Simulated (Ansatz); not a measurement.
In doubt: one-shot GW on d or f shells is unsure, so the values of those runs are not to be relied on.

Two G0W0 runs on BaNaCeSbO6 (F-43m).

```
Na Ba Ce Sb O
1.0
     0.00000    4.24331    4.24331
     4.24331    0.00000    4.24331
     4.24331    4.24331    0.00000
Na Ba Ce Sb O
1 1 1 1 6
Direct
  0.75000 0.75000 0.75000
  0.25000 0.25000 0.25000
  0.00000 0.00000 0.00000
  0.50000 0.50000 0.50000
  0.73731 0.26269 0.26269
  0.26269 0.73731 0.73731
  0.73731 0.73731 0.26269
  0.26269 0.26269 0.73731
  0.26269 0.73731 0.26269
  0.73731 0.26269 0.73731
```

The cell and positions are those that the Materials Project relaxed with its own functionals (PBE, PBE+U or r2SCAN), kept fixed. Spin-orbit coupling is left out unless a run names it.

The first (Ansatz 0.2.0; start PBE with 10 % exact exchange, 2×2×2 mesh, 637 empty bands, screening to 150 eV, PAW set soft_1 files; 1 × NVIDIA H100 80GB HBM3 (shared by 6 runs) with 2 threads of AMD EPYC 7R13 (Zen 3), shared host) gave, on its mesh: starting gap 2.97 eV, G0W0 gap 5.04 eV, RPA ε∞ (mean) 4.02, 33 s.

Q: The second changes start from PBE with 10 % exact exchange to PBE with 15 % exact exchange. What does it give?

It gave: starting gap 3.50 eV, G0W0 gap 5.28 eV, RPA ε∞ (mean) 3.78, 42 s. The G0W0 gap moves by +0.23 eV, +0.53 eV from the start and −0.29 eV from the correction.

Limits: not at the basis limit; f levels unsure; no spin polarisation; f levels unsure; no spin-orbit coupling; coarse k mesh.

[Paths, hosts, dates, memory and timing lines, banners, echoed tables and standing remarks are left out of the program output.]

[Logs are printed without paths, hosts, clocks, repeated set-up lines and the standing remarks that a program may print on its own settings, such as how far it seeks lower states.]

[Runs of the session that timed out or met a known fault of the program may be left out.]

[Cells called generated may have been cut or substituted from an entry of the Crystallography Open Database or the Materials Project.]

[Hosts, paths, dates, database ids (printed as entryN), source tags and the programs' standing remarks are cut or masked in the printed files.]
